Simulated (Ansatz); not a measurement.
Two G0W0 runs on Ga2O3 (C2/m).

```
Ga O
1.0
     6.10700   -1.51855    0.00000
     6.10700    1.51855    0.00000
    -1.38599    0.00000    5.63001
Ga O
4 6
Direct
  0.09050 0.09050 0.79460
  0.90950 0.90950 0.20540
  0.65866 0.65866 0.31402
  0.34134 0.34134 0.68598
  0.16450 0.16450 0.10980
  0.83550 0.83550 0.89020
  0.17330 0.17330 0.56320
  0.82670 0.82670 0.43680
  0.49590 0.49590 0.25660
  0.50410 0.50410 0.74340
```

The cell and positions come from the Crystallography Open Database and are kept as given unless a step says otherwise.

The first (Ansatz 0.2.0; start PBE with 20 % exact exchange, 4×4×2 mesh, 435 empty bands, screening to 150 eV, PAW set soft_1 files; 1 × NVIDIA H100 80GB HBM3 (shared by 6 runs) with 2 threads of AMD EPYC 7R13 (Zen 3), shared host) gave, on its mesh: starting gap 4.47 eV, G0W0 gap 5.16 eV, RPA ε∞ (mean) 3.26, 74 s.

The second gave: starting gap 6.06 eV, G0W0 gap 5.77 eV, RPA ε∞ (mean) 2.87, 88 s.

Question: What was changed in the input? Choose among start, files, mesh, bands and cutoff, frequency model or another key.

Changed: start from PBE with 20 % exact exchange to PBE with 35 % exact exchange. A jump of this size in the start, with ε∞ moving the other way, marks another functional. Other changes could give like numbers; this is the one that was made.

Limits: not at the basis limit; no spin-orbit coupling; coarse k mesh.

[Paths, hosts, dates, memory and timing lines, banners, echoed tables and standing remarks are left out of the program output.]

[Logs are printed without paths, hosts, clocks, repeated set-up lines and the standing remarks that a program may print on its own settings, such as how far it seeks lower states.]

[Runs of the session that timed out or met a known fault of the program may be left out.]

[Cells called generated may have been cut or substituted from an entry of the Crystallography Open Database or the Materials Project.]

[Hosts, paths, dates, database ids (printed as entryN), source tags and the programs' standing remarks are cut or masked in the printed files.]
